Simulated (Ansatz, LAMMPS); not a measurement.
**What do other settings change for liquid Mg at 1150 K (73 atoms)?**

Density of this cell: 1.42 g/cm³. The cell holds 73 atoms: 73 Mg. Its edges and angles: a = 12.753 Å, b = 12.753 Å, c = 12.753 Å, α = 90.0°, β = 90.0°, γ = 90.0°. 73 atoms (73 Mg) placed at random at 1.59 g/cm³, melted at 1150 K for 10 ps at fixed volume with the EAM Mg potential (Sun et al., Phys. Rev. B 73, 024116 (2006)). Snapshot at the end of a hold of 10 ps at 1150 K and zero pressure.

Geometry: as built.

Reference run: Kohn-Sham DFT, PBE, PAW (set soft_2), plane waves (Ansatz 0.2.0), cutoff 420 eV, k-mesh 2×2×2, fermi-dirac smearing of 0.1 eV.

| Quantity | Value |
| --- | --- |
| r.m.s. force component | 0.457 eV/Å |
| pressure | -0.575 GPa |
| spacing of highest filled and lowest empty level | 0.008 eV |
| SCF cycles | 7 |
| time | 2.3 min on 8 threads of Intel Xeon Platinum 8259CL at 2.50GHz (Skylake/Cascade Lake), shared host |

**Question.** The same geometry is run again with each of these changes. How far do the results move, and how long does each run take?
- support functions low
- support functions medium
- support functions medium, radius 4.4 Å
- support functions medium, radius 4.72 Å

Differences are against the plane-wave reference (Kohn-Sham DFT, PBE, PAW (set soft_2), plane waves), whose r.m.s. force component is 0.457 eV/Å. Energies are set beside the reference only for runs with its functional, potentials and electron count. Times are for 8 threads of Intel Xeon Platinum 8259CL at 2.50GHz (Skylake/Cascade Lake), shared host. The reference's time includes the DOS, the stress and grids, which some other runs skip.

```csv
run,"Δ force, r.m.s. (meV/Å)",share of r.m.s. force (%),Δ energy (meV/atom),cycles,time,host memory (GiB)
reference,-,-,-,7,2.3 min,12
support functions low,0.609,0.133,-0.447,11,2.8 min,3.2
support functions medium,0.618,0.135,-0.448,13,3.2 min,3.3
"support functions medium, radius 4.4 Å",0.681,0.149,-0.440,13,3.3 min,3.1
"support functions medium, radius 4.72 Å",0.564,0.123,-0.456,13,3.4 min,3.5
```

Among numerical settings the force difference runs from 0.56 meV/Å (support functions medium, radius 4.72 Å) to 0.68 meV/Å (support functions medium, radius 4.4 Å). At 73 atoms the fastest of the runs at a preset level, support functions low, takes roughly 1.2 times the time of plane waves (whose run also made extra analyses, so the like-for-like ratio is larger), in 11 SCF cycles against 7. Differences between support functions and plane waves include what basis error the plane-wave run still has. The force difference hardly changes among these support-function runs, which points to the basis of the plane-wave reference as its main source. As the radius goes from 4.4 to 4.72 Å, the force difference goes from 0.68 to 0.56 meV/Å, while the time lies between 3.2 min and 3.4 min. 

[Logs are printed without paths, hosts, clocks, repeated set-up lines and the standing remarks that a program may print on its own settings, such as how far it seeks lower states.]

[Hosts, paths, dates, database ids (printed as entryN), source tags and the programs' standing remarks are cut or masked in the printed files.]
